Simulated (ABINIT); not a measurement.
# CsH (Fm-3m): G0W0 in ABINIT against the plane-wave cutoff, part 2 of 2

Aim: move the plane-wave cutoff of a G0W0 run on CsH (Fm-3m) over a wide range.

ABINIT 10.8.3; LDA and many-body steps on it, plane waves. Known limits of the many-body steps: not at the basis limit; no spin-orbit coupling.

So far. Step 5 (Empty states on the mesh, 4×4×4 mesh, 35 bands): On this mesh the gap is 1.956 eV. Step 6 (Screening, 4×4×4 mesh, 31 bands, screening to 106.1 eV): Local fields lower ε∞ by 14 %.

The database entry behind the starting cell differs from later determinations by our own check (0.1 to 0.3 % short, probably kX units), so it need not match the best structure at ambient conditions.

**8. Screening, 4×4×4 mesh, 31 bands, screening to 106.1 eV**

This step: RPA screening on LDA, plane waves, norm-conserving pseudopotentials.

Contents of run.abi:

```
acell 3*1.0 Angstrom
rprim 
  -0.000000000000 3.188000000000 3.188000000000
  3.188000000000 -0.000000000000 3.188000000000
  3.188000000000 3.188000000000 -0.000000000000
ntypat 2
znucl 55 1
natom 2
typat 1 2
xred 
  0.000000000000 0.000000000000 0.000000000000
  0.500000000000 0.500000000000 0.500000000000
pp_dirpath "pseudos"
pseudos "Cs.upf, H.upf"
ecut 25
ngkpt 4 4 4
nshiftk 1
shiftk 0 0 0
kptopt 1
chksymbreak 0
istwfk *1
occopt 1
irdwfk 1
optdriver 3
nband 31
ecuteps 3.9
inclvkb 2
awtr 1
symchi 1
indata_prefix "in"
outdata_prefix "out"
tmpdata_prefix "tmp"
```

Started as:

```console
> OMP_NUM_THREADS=1 mpirun -n 4 abinit run.abi > log
```

Numbers of over 12 decimals in the logs are rounded to 6 here.

Output:

```text
.Version 10.8.3 of ABINIT. v10.8.2 released Aug 2026.

 Symmetries : space group Fm -3 m (#225); Bravais cF (face-center cubic)
[... echo of the input left out ...]
== DATASET  1 ==================================================================
-   mpi_nproc: 4, omp_nthreads: 1 (-1 if OMP is not activated)

--- !DatasetInfo
iteration_state: {dtset: 1, }
dimensions: {natom: 2, nkpt: 8, mband: 31, nsppol: 1, nspinor: 1, nspden: 1, mpw: 2637, }
cutoff_energies: {ecut:  25.0, pawecutdg:  -1.0, }
electrons: {nelect:   1.00000000E+01, charge:   0.00000000E+00, occopt:   1.00000000E+00, tsmear:   1.00000000E-02, }

 SCREENING: Calculation of the susceptibility and dielectric matrices

 Based on a program developped by R.W. Godby, V. Olevano, G. Onida, and L. Reining.
 Incorporated in ABINIT by V. Olevano, G.-M. Rignanese, and M. Torrent.
.Using double precision arithmetic ; gwpc =  8

[... cell and pseudopotentials left out ...]
--------------------------------------------------------------------------------

 ==== K-mesh for the wavefunctions ====
 Number of points in the irreducible wedge :     8
[... list of points left out ...]
 Together with 48 symmetry operations and time-reversal symmetry
 yields    64 points in the full Brillouin Zone.

 ==== Q-mesh for the screening function ====
 Number of points in the irreducible wedge :     8
[... list of points left out ...]
 Together with 48 symmetry operations and time-reversal symmetry
 yields    64 points in the full Brillouin Zone.

 setmesh: FFT mesh size selected  =    27x   27x   27
          total number of points  =        19683

 vcoul_init : cutoff-mode = AUXILIARY_FUNCTION
 q-points for optical limit:   1
     1)      0.000010    0.000020    0.000030

- screening: taking advantage of time-reversal symmetry
- Maximum band index for partially occupied states nbvw = 5
- Remaining bands to be divided among processors   nbcw = 26
- Number of bands treated by each node ~6

 Number of electrons calculated from density =   10.0000; Expected =   10.0000
 average of density, n =  0.022867
 r_s =    2.1856
 omega_plasma =   14.5870 [eV]

 calculating chi0 at frequencies [eV] :
  1    0.000000E+00    0.000000E+00
  2    0.000000E+00    1.458696E+01

--------------------------------------------------------------------------------
  q-point number  1        q = ( 0.000000, 0.000000, 0.000000) [r.l.u.]
--------------------------------------------------------------------------------
[... chi0 elements left out ...]
 For q-point:  0.000010 0.000020 0.000030
  dielectric constant =   3.2377
  dielectric constant without local fields =   3.7551

  Average fulfillment of the sum rule on Im[epsilon] for q-point    1 :     55.70  [%]
[... wings left out ...]
  q-point number  2        q = ( 0.250000, 0.000000, 0.000000) [r.l.u.]
--------------------------------------------------------------------------------
[... chi0 elements left out ...]
  Average fulfillment of the sum rule on Im[epsilon] for q-point    2 :     87.00  [%]

 [... 6 further q-points ...]
```

It took 4.1 s on 4 MPI ranks of Arm Neoverse V2, shared host; peak memory 0.46 GiB.

This step gave:

| Item | Value |
| --- | --- |
| ε∞ with local fields, on this mesh, along the program's q direction | 3.238 |
| the same without local fields | 3.755 |
| plasma frequency | 14.59 eV |
| plane waves in the screening matrix | 169 |

**9. 25 Ha**

The self-energy is evaluated for the states that the input lists, and the levels follow from it, in one-shot runs by the linearised quasiparticle equation.

This step: G0W0 on LDA, plane waves, norm-conserving pseudopotentials.

Edit run.abi of step 8 so:

```diff
@@ -23,8 +23,17 @@
 irdwfk 1
-optdriver 3
+optdriver 4
 nband 31
+gwcalctyp 0
+ecutsigx 25
+symsigma 1
+nkptgw 2
+kptgw 
+  0.5000000000 0.0000000000 0.0000000000
+  0.0000000000 0.0000000000 0.0000000000
+bdgw 
+  3 8
+  2 8
 ecuteps 3.9
-inclvkb 2
-awtr 1
-symchi 1
+irdscr 1
+ppmodel 1
 indata_prefix "in"
```

Output:

```text
.Version 10.8.3 of ABINIT. v10.8.2 released Aug 2026.

 Symmetries : space group Fm -3 m (#225); Bravais cF (face-center cubic)
[... echo of the input left out ...]
== DATASET  1 ==================================================================
-   mpi_nproc: 4, omp_nthreads: 1 (-1 if OMP is not activated)

--- !DatasetInfo
iteration_state: {dtset: 1, }
dimensions: {natom: 2, nkpt: 8, mband: 31, nsppol: 1, nspinor: 1, nspden: 1, mpw: 2637, }
cutoff_energies: {ecut:  25.0, pawecutdg:  -1.0, }
electrons: {nelect:   1.00000000E+01, charge:   0.00000000E+00, occopt:   1.00000000E+00, tsmear:   1.00000000E-02, }

 SIGMA: Calculation of the GW corrections

 Based on a program developped by R.W. Godby, V. Olevano, G. Onida, and L. Reining.
 Incorporated in ABINIT by V. Olevano, G.-M. Rignanese, and M. Torrent.
.Using double precision arithmetic ; gwpc =  8

[... cell and pseudopotentials left out ...]
--------------------------------------------------------------------------------

 ==== K-mesh for the wavefunctions ====
 Number of points in the irreducible wedge :     8
[... list of points left out ...]
 Together with 48 symmetry operations and time-reversal symmetry
 yields    64 points in the full Brillouin Zone.

 ==== Q-mesh for screening function ====
 Number of points in the irreducible wedge :     8
[... list of points left out ...]
 Together with 48 symmetry operations and time-reversal symmetry
 yields    64 points in the full Brillouin Zone.

 vcoul_init : cutoff-mode = AUXILIARY_FUNCTION
 q-points for optical limit:   1
     1)      0.000010    0.000020    0.000030
 setmesh: FFT mesh size selected  =    40x   40x   40
          total number of points  =        64000

 Number of electrons calculated from density =   10.0000; Expected =   10.0000
[...]
number of omega for Sigma on real axis              0
 max omega for Sigma on real axis  [eV]           0.00
 zcut for avoiding poles [eV]                     0.10

 EPSILON^-1 parameters (SCR file):
 dimension of the eps^-1 matrix on file            169
 dimension of the eps^-1 matrix used               169
 number of plane-waves for wavefunctions          2637
 number of bands                                    31
 number of q-points in IBZ                           8
 number of frequencies                               2
 number of real frequencies                          1
 number of imag frequencies                          1

 matrix elements of self-energy operator (all in [eV])

 Perturbative Calculation

--- !SelfEnergy_ee
iteration_state: {dtset: 1, }
kpoint     : [   0.500,    0.000,    0.000, ]
spin       : 1
KS_gap     :    1.955
QP_gap     :    3.954
Delta_QP_KS:    1.999
data: !SigmaeeData |
     Band     E0 <VxcDFT>   SigX SigC(E0)      Z dSigC/dE  Sig(E)    E-E0       E
        3  -6.239 -12.949 -17.428   2.711   0.783  -0.277 -14.332  -1.384  -7.623
        4  -6.239 -12.949 -17.428   2.711   0.783  -0.277 -14.332  -1.384  -7.623
        5   1.749 -10.142 -13.337   2.016   0.778  -0.285 -11.059  -0.917   0.832
[...]
--- !SelfEnergy_ee
iteration_state: {dtset: 1, }
kpoint     : [   0.000,    0.000,    0.000, ]
spin       : 1
KS_gap     :    6.878
QP_gap     :    9.341
Delta_QP_KS:    2.463
data: !SigmaeeData |
     Band     E0 <VxcDFT>   SigX SigC(E0)      Z dSigC/dE  Sig(E)    E-E0       E
[...]
7   6.765  -8.085  -3.323  -3.008   0.822  -0.217  -6.645   1.440   8.205
        8   6.765  -8.085  -3.323  -3.008   0.822  -0.217  -6.645   1.440   8.205

== END DATASET(S) ==============================================================
================================================================================

 -outvars: echo values of variables after computation  --------
           etotal      0.0000000000E+00
            nband          31
             nkpt           8
          spgroup         225
 [... the other variables as echoed above ...]

 Calculation completed.
```

Wall time 3.6 s (4 MPI ranks); peak memory 0.49 GiB; 14 s of CPU time.

This step gave:

| Item | Value |
| --- | --- |
| G0W0 gap on the points computed | 3.954 eV |
| starting gap on the mesh | 1.955 eV |
| k of the valence top | 0.5, 0, 0 |
| k of the conduction bottom | 0.5, 0, 0 |
| Z at the valence top | 0.778 |
| Z at the conduction bottom | 0.835 |
| least direct G0W0 gap on the computed points | 3.954 eV |

The gap on the mesh goes from 1.95 eV to 3.95 eV, a correction of +2.00 eV.

**10. Screening, 4×4×4 mesh, 31 bands, screening to 106.1 eV**

This step: RPA screening on LDA, plane waves, norm-conserving pseudopotentials.

Edit run.abi of step 9 so:

```diff
@@ -14,3 +14,3 @@
 pseudos "Cs.upf, H.upf"
-ecut 25
+ecut 31
 ngkpt 4 4 4
@@ -23,17 +23,8 @@
 irdwfk 1
-optdriver 4
+optdriver 3
 nband 31
-gwcalctyp 0
-ecutsigx 25
-symsigma 1
-nkptgw 2
-kptgw 
-  0.5000000000 0.0000000000 0.0000000000
-  0.0000000000 0.0000000000 0.0000000000
-bdgw 
-  3 8
-  2 8
 ecuteps 3.9
-irdscr 1
-ppmodel 1
+inclvkb 2
+awtr 1
+symchi 1
 indata_prefix "in"
```

Output:

```text
.Version 10.8.3 of ABINIT. v10.8.2 released Aug 2026.

 Symmetries : space group Fm -3 m (#225); Bravais cF (face-center cubic)
[... echo of the input left out ...]
== DATASET  1 ==================================================================
-   mpi_nproc: 4, omp_nthreads: 1 (-1 if OMP is not activated)

--- !DatasetInfo
iteration_state: {dtset: 1, }
dimensions: {natom: 2, nkpt: 8, mband: 31, nsppol: 1, nspinor: 1, nspden: 1, mpw: 3647, }
cutoff_energies: {ecut:  31.0, pawecutdg:  -1.0, }
[...]
--------------------------------------------------------------------------------
[... chi0 elements left out ...]
 For q-point:  0.000010 0.000020 0.000030
  dielectric constant =   3.2356
  dielectric constant without local fields =   3.7527

  Average fulfillment of the sum rule on Im[epsilon] for q-point    1 :     55.12  [%]
[... wings left out ...]
  q-point number  2        q = ( 0.250000, 0.000000, 0.000000) [r.l.u.]
--------------------------------------------------------------------------------
[... chi0 elements left out ...]
  Average fulfillment of the sum rule on Im[epsilon] for q-point    2 :     86.77  [%]

 [... 6 further q-points ...]
```

It took 4.8 s on 4 MPI ranks; peak memory 0.56 GiB; 19 s of CPU time.

This step gave:

```
ε∞ with local fields, on this mesh, along the program's q direction : 3.236
the same without local fields                                       : 3.753
plasma frequency                                                    : 14.59 eV
plane waves in the screening matrix                                 : 169
```

**11. 31 Ha**

This step: G0W0 on LDA, plane waves, norm-conserving pseudopotentials.

Edit run.abi of step 10 so:

```diff
@@ -23,8 +23,17 @@
 irdwfk 1
-optdriver 3
+optdriver 4
 nband 31
+gwcalctyp 0
+ecutsigx 31
+symsigma 1
+nkptgw 2
+kptgw 
+  0.5000000000 0.0000000000 0.0000000000
+  0.0000000000 0.0000000000 0.0000000000
+bdgw 
+  3 8
+  2 8
 ecuteps 3.9
-inclvkb 2
-awtr 1
-symchi 1
+irdscr 1
+ppmodel 1
 indata_prefix "in"
```

Output:

```text
.Version 10.8.3 of ABINIT. v10.8.2 released Aug 2026.

 Symmetries : space group Fm -3 m (#225); Bravais cF (face-center cubic)
[... echo of the input left out ...]
== DATASET  1 ==================================================================
-   mpi_nproc: 4, omp_nthreads: 1 (-1 if OMP is not activated)

--- !DatasetInfo
iteration_state: {dtset: 1, }
dimensions: {natom: 2, nkpt: 8, mband: 31, nsppol: 1, nspinor: 1, nspden: 1, mpw: 3647, }
cutoff_energies: {ecut:  31.0, pawecutdg:  -1.0, }
[...]
Band     E0 <VxcDFT>   SigX SigC(E0)      Z dSigC/dE  Sig(E)    E-E0       E
[...]
7   6.764  -8.085  -3.323  -2.999   0.821  -0.218  -6.638   1.447   8.211
        8   6.764  -8.085  -3.323  -2.999   0.821  -0.218  -6.638   1.447   8.211

== END DATASET(S) ==============================================================
================================================================================

 -outvars: echo values of variables after computation  --------
           etotal      0.0000000000E+00
            nband          31
             nkpt           8
          spgroup         225
 [... the other variables as echoed above ...]

 Calculation completed.
```

The job ended after 3.9 s (4 MPI ranks; peak memory 0.54 GiB; 15 s of CPU time).

Numbers from this step:

```
G0W0 gap on the points computed              : 3.955 eV
starting gap on the mesh                     : 1.956 eV
k of the valence top                         : 0.5, 0, 0
k of the conduction bottom                   : 0.5, 0, 0
least direct G0W0 gap on the computed points : 3.955 eV
```

Against the run before, the gap moves by +0.001 eV.

**12. Screening, 4×4×4 mesh, 31 bands, screening to 106.1 eV**

This step: RPA screening on LDA, plane waves, norm-conserving pseudopotentials.

Edit run.abi of step 11 so:

```diff
@@ -14,3 +14,3 @@
 pseudos "Cs.upf, H.upf"
-ecut 31
+ecut 39
 ngkpt 4 4 4
@@ -23,17 +23,8 @@
 irdwfk 1
-optdriver 4
+optdriver 3
 nband 31
-gwcalctyp 0
-ecutsigx 31
-symsigma 1
-nkptgw 2
-kptgw 
-  0.5000000000 0.0000000000 0.0000000000
-  0.0000000000 0.0000000000 0.0000000000
-bdgw 
-  3 8
-  2 8
 ecuteps 3.9
-irdscr 1
-ppmodel 1
+inclvkb 2
+awtr 1
+symchi 1
 indata_prefix "in"
```

Output:

```text
.Version 10.8.3 of ABINIT. v10.8.2 released Aug 2026.

 Symmetries : space group Fm -3 m (#225); Bravais cF (face-center cubic)
[... echo of the input left out ...]
== DATASET  1 ==================================================================
-   mpi_nproc: 4, omp_nthreads: 1 (-1 if OMP is not activated)

--- !DatasetInfo
iteration_state: {dtset: 1, }
dimensions: {natom: 2, nkpt: 8, mband: 31, nsppol: 1, nspinor: 1, nspden: 1, mpw: 5120, }
cutoff_energies: {ecut:  39.0, pawecutdg:  -1.0, }
[...]
--------------------------------------------------------------------------------
[... chi0 elements left out ...]
 For q-point:  0.000010 0.000020 0.000030
  dielectric constant =   3.2353
  dielectric constant without local fields =   3.7523

  Average fulfillment of the sum rule on Im[epsilon] for q-point    1 :     55.06  [%]
[... wings left out ...]
  q-point number  2        q = ( 0.250000, 0.000000, 0.000000) [r.l.u.]
--------------------------------------------------------------------------------
[... chi0 elements left out ...]
  Average fulfillment of the sum rule on Im[epsilon] for q-point    2 :     86.75  [%]

 [... 6 further q-points ...]
```

Elapsed: 5 s, on 4 MPI ranks; peak memory 0.65 GiB; 20 s of CPU time.

This step gave:

```
ε∞ with local fields, on this mesh, along the program's q direction : 3.235
the same without local fields                                       : 3.752
plasma frequency                                                    : 14.59 eV
plane waves in the screening matrix                                 : 169
```

**13. 39 Ha**

This step: G0W0 on LDA, plane waves, norm-conserving pseudopotentials.

Edit run.abi of step 12 so:

```diff
@@ -23,8 +23,17 @@
 irdwfk 1
-optdriver 3
+optdriver 4
 nband 31
+gwcalctyp 0
+ecutsigx 39
+symsigma 1
+nkptgw 2
+kptgw 
+  0.5000000000 0.0000000000 0.0000000000
+  0.0000000000 0.0000000000 0.0000000000
+bdgw 
+  3 8
+  2 8
 ecuteps 3.9
-inclvkb 2
-awtr 1
-symchi 1
+irdscr 1
+ppmodel 1
 indata_prefix "in"
```

Output:

```text
.Version 10.8.3 of ABINIT. v10.8.2 released Aug 2026.

 Symmetries : space group Fm -3 m (#225); Bravais cF (face-center cubic)
[... echo of the input left out ...]
== DATASET  1 ==================================================================
-   mpi_nproc: 4, omp_nthreads: 1 (-1 if OMP is not activated)

--- !DatasetInfo
iteration_state: {dtset: 1, }
dimensions: {natom: 2, nkpt: 8, mband: 31, nsppol: 1, nspinor: 1, nspden: 1, mpw: 5120, }
cutoff_energies: {ecut:  39.0, pawecutdg:  -1.0, }
[...]
Band     E0 <VxcDFT>   SigX SigC(E0)      Z dSigC/dE  Sig(E)    E-E0       E
[...]
7   6.764  -8.085  -3.323  -2.998   0.821  -0.218  -6.637   1.448   8.212
        8   6.764  -8.085  -3.323  -2.998   0.821  -0.218  -6.637   1.448   8.212

== END DATASET(S) ==============================================================
================================================================================

 -outvars: echo values of variables after computation  --------
           etotal      0.0000000000E+00
            nband          31
             nkpt           8
          spgroup         225
 [... the other variables as echoed above ...]

 Calculation completed.
```

It took 4.1 s on 4 MPI ranks; peak memory 0.58 GiB.

Numbers from this step:

| Property | Result |
| --- | --- |
| G0W0 gap on the points computed | 3.956 eV |
| starting gap on the mesh | 1.956 eV |
| k of the valence top | 0.5, 0, 0 |
| k of the conduction bottom | 0.5, 0, 0 |
| least direct G0W0 gap on the computed points | 3.956 eV |

Against the run before, the gap moves by +0.001 eV.

**14. The runs together**

Times are wall times on 4 MPI ranks of Arm Neoverse V2, shared host, good to a factor of about two. A run's time includes the screening step that it read.

| run | mesh | bands | screening cutoff (eV) | DFT gap (eV) | gap on the mesh (eV) | direct (eV) | ε∞ used | time |
| --- | --- | --- | --- | --- | --- | --- | --- | --- |
| 19 Ha | 4×4×4 | 31 | 106.1 | 1.949 | 3.941 | 3.941 | 3.25 | 6.7 s |
| 25 Ha | 4×4×4 | 31 | 106.1 | 1.955 | 3.954 | 3.954 | 3.24 | 7.7 s |
| 31 Ha | 4×4×4 | 31 | 106.1 | 1.956 | 3.955 | 3.955 | 3.24 | 8.6 s |
| 39 Ha | 4×4×4 | 31 | 106.1 | 1.956 | 3.956 | 3.956 | 3.24 | 9.1 s |

**15. Results**

| Item | Value |
| --- | --- |
| 19 Ha | 3.941 eV |
| 25 Ha | 3.954 eV |
| 31 Ha | 3.955 eV |
| 39 Ha | 3.956 eV |
| known limits | not at the basis limit; no spin-orbit coupling |

What this shows: The setting moved: plane-wave cutoff. From 19 Ha to 39 Ha the gap moves by +0.02 eV. It holds to 0.03 eV from 19 Ha on. Bands and screening cutoff are coupled, so a series along one setting does not show full convergence. Bands and cutoff are finite, so the gap is not at the basis limit. The miss can reach some tenths of an eV and take either sign; the mesh is an error of its own. In the first G0W0 run levels were corrected at 2 k points alone, so a gap called «on the mesh» is the least over those, and an edge elsewhere would be missed. The many-body steps are scalar-relativistic: spin-orbit coupling is not in them.

[Paths, hosts, dates, memory and timing lines, banners, echoed tables and standing remarks are left out of the program output.]

[Logs are printed without paths, hosts, clocks, repeated set-up lines and the standing remarks that a program may print on its own settings, such as how far it seeks lower states.]

[Runs of the session that timed out or met a known fault of the program may be left out.]

[No measured gap is set beside runs whose start may be inverted or whose files or cutoffs have a known fault.]

[Hosts, paths, dates, database ids (printed as entryN), source tags and the programs' standing remarks are cut or masked in the printed files.]

[G0W0 gaps are taken among the corrected bands and points alone; a level outside them can change the order at an edge.]

[Where Ansatz stands beside ABINIT at settings called matched, ABINIT's density can come from a denser mesh and the files from another edition; pairs whose starting gaps differed by over 0.03 eV were left out, so agreement reads better than it is.]
